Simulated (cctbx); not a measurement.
## Lattice, Laue class and space group of a new crystal

Cell: a = 9.0750 Å, b = 10.5260 Å, c = 6.8830 Å, α = 90.00°, β = 90.00°, γ = 90.00°. Expected content of the cell: Eu4 Mn8 S20.

Simulated single-crystal data (cctbx): Mo Kα, λ = 0.71073 Å, to d = 0.77 Å, 95 % of the full sphere, strongest reflection 20000 counts, noise from counting, a 6 % proportional error and a noise floor of 8 counts (s.d.); no absorption.

Tests on the unmerged data give:

```text
5726 reflections to d = 0.770 A
centring   violations  <I/sigma> of those
    A       2015 of  2868      8.2
    B       1889 of  2857      7.7
    C       1798 of  2879      7.3
    I       1928 of  2867      7.6
    R       2589 of  3808      7.9
    F       2851 of  4302      7.7
Laue class    unique    Rint  (classes that these axes allow; Friedel mates merged)
P -1             2997   0.043
P 1 2/m 1        1592   0.052
P 1 1 2/m        1632   0.052
P 2/m 1 1        1605   0.051
P m m m           911   0.056
space group    extra absences  I>4sigma  <I/sigma>
P 2 2 2                 0          0         -  acentric
P 21 2 2               12          0      -0.2  acentric
P 2 21 2               14          0      -0.0  acentric
P 21 21 2              26          0      -0.1  acentric
P m m 2                 0          0         -  acentric
P 2 m m                 0          0         -  acentric
P m 2 m                 0          0         -  acentric
P 21 a m              157          0      -0.0  acentric
P b 21 m              181          0      -0.0  acentric
P m a 2               157          0      -0.0  acentric
P b m 2               181          0      -0.0  acentric
P b a 2               338          0      -0.0  acentric
P m m m                 0          0         -  centric
P b m m               181          0      -0.0  centric
P m a m               157          0      -0.0  centric
P b a m               338          0      -0.0  centric
Wilson B = 1.66 A^2   <|E^2-1|> = 0.863 (0.968 centric, 0.736 acentric)   E^2>4: 2.6 %
shell (A)         n   <I/sigma>
10.53 - 1.54    136     19.8
 1.54 - 1.22    119     20.5
 1.22 - 1.07    116     20.9
 1.07 - 0.97    104     17.8
 0.97 - 0.90    118     19.0
 0.90 - 0.85    107     16.2
 0.85 - 0.81    107     13.5
 0.81 - 0.77    104     15.8
```

**Question.** What are the lattice type, the Laue class and the likely space group?

Every centring test has many violations, so the lattice is primitive.

Rint stays low (0.043 to 0.056) up to P m m m, the highest class in these axes.

16 settings pass the absence test. The most absences obeyed, 338, belong to P b a 2 and P b a m, which absences can't tell apart.

⟨|E²−1|⟩ = 0.863 lies between the two ideal values. The Wilson B of 1.66 Å² means U ≈ 0.0210 Å².

The true group is Pbam (no. 55), Laue class mmm, centrosymmetric. The tables only narrow the choice to the tied entries; cell content, site symmetry and trial solutions must settle it.

The model is made up (kin elements in a known structure type, no relaxation), so it says nothing on whether the phase exists.

[Logs are printed without paths, hosts, clocks, repeated set-up lines and the standing remarks that a program may print on its own settings, such as how far it seeks lower states.]
